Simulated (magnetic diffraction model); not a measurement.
## MnZn2MoS6 below its ordering temperature

Space group Fm-3m (no. 225), a = 9.1580 Å.

```csv
site,atom,x,y,z
4b,Mo,1/2,0,0
8c,Zn,1/4,1/4,3/4
4a,Mn,0,0,0
24e,S,0,0,0.7354
```

The compound is invented for this exercise: a known structure type with other elements, its cell scaled to their sizes and not relaxed.

Only Mn is taken to order (form factors of Mn2+); orders and moment sizes are assumed, and not adapted to the symmetry. Radiation: neutrons of λ = 1.909 Å, 8° to 100°; isotropic B of 0.15 Å² (Mo), 0.19 Å² (Zn), 0.18 Å² (Mn) and 0.23 Å² (S). The intensities are simulated: I ∝ L Σ (|F_N|² + |F_M⊥|²) for unpolarised neutrons, with F_M = 2.695 fm/μB × Σ f(s) S exp(2πi Q·r) exp(−B s²) at Q = H ± k (one set where k and −k are equivalent), only the part normal to Q counting and L = 1/(sin²θ cos θ). For collinear order S is the moment m, which repeats by lattice and centring translations R with the sign exp(−2πi k·R). Form factors are spin-only for 3d ions and dipole or tabulated for f ions, scattering lengths are Sears's of 1992, and absorption is left out. A label names one of the reflections at its angle. The strongest nuclear line in the range is 100, and lines under 0.2 are left out.

Above the ordering temperature:

```csv
2θ (°),index,I
20.80,(1 1 1),87.5
24.06,(2 0 0),2.3
34.29,(2 2 0),27.4
40.45,(3 1 1),51.0
42.33,(2 2 2),100.0
49.28,(4 0 0),87.5
54.04,(3 3 1),19.4
55.56,(4 2 0),2.6
61.41,(4 2 2),18.3
65.58,(5 1 1),47.9
72.26,(4 4 0),94.2
76.14,(5 3 1),53.8
77.42,(6 0 0),2.2
82.47,(6 2 0),15.9
86.23,(5 3 3),16.1
87.47,(6 2 2),95.2
92.46,(4 4 4),46.8
96.20,(7 1 1),48.2
97.45,(6 4 0),0.7
```

Below it (cell unchanged):

```csv
2θ (°),I
20.80,139.0
24.06,29.6
34.29,49.0
40.45,77.7
42.33,107.7
49.28,91.0
54.04,29.6
55.56,11.8
61.41,24.6
65.58,54.3
72.26,95.9
76.14,59.0
77.42,5.3
82.47,17.8
86.23,17.6
87.47,96.7
92.46,47.2
96.20,50.1
97.45,1.6
```

**Question.** Find the propagation vector, then choose among these models:
A. collinear moments along [100], 4.62 μB on Mn
B. collinear moments along [010], 4.62 μB on Mn
C. collinear moments along [110], 4.62 μB on Mn

No line moves, and magnetic intensity falls on nuclear lines such as the one at 20.80°, so the magnetic cell equals the chemical primitive cell: k = 0.

Magnetic intensity, observed (below minus above) and for each model:

| 2θ (°) | index | observed | A | B | C |
| --- | --- | --- | --- | --- | --- |
| 34.29 | (2 2 0) | 21.7 | 21.7 | 21.7 | 21.7 |
| 40.45 | (3 1 1) | 26.7 | 26.7 | 26.7 | 26.7 |
| 42.33 | (2 2 2) | 7.7 | 7.7 | 7.7 | 7.7 |
| 65.58 | (5 1 1) | 6.5 | 6.5 | 6.5 | 6.5 |
| 72.26 | (4 4 0) | 1.6 | 1.6 | 1.6 | 1.6 |
| 76.14 | (5 3 1) | 5.2 | 5.2 | 5.2 | 5.2 |
| 96.20 | (7 1 1) | 1.9 | 1.9 | 1.9 | 1.9 |
| 97.45 | (6 4 0) | 0.9 | 0.9 | 0.9 | 0.9 |

Models A, B and C match alike on every line, so these data can't choose among them (such ties are often domains of one structure): a powder sees only the angle between collinear moments and the unique axis of a uniaxial spin configuration, and no direction at all where the configuration is cubic.

The structure used: k = (0 0 0), collinear moments along [100], 4.62 μB on Mn.

[Logs are printed without paths, hosts, clocks, repeated set-up lines and the standing remarks that a program may print on its own settings, such as how far it seeks lower states.]
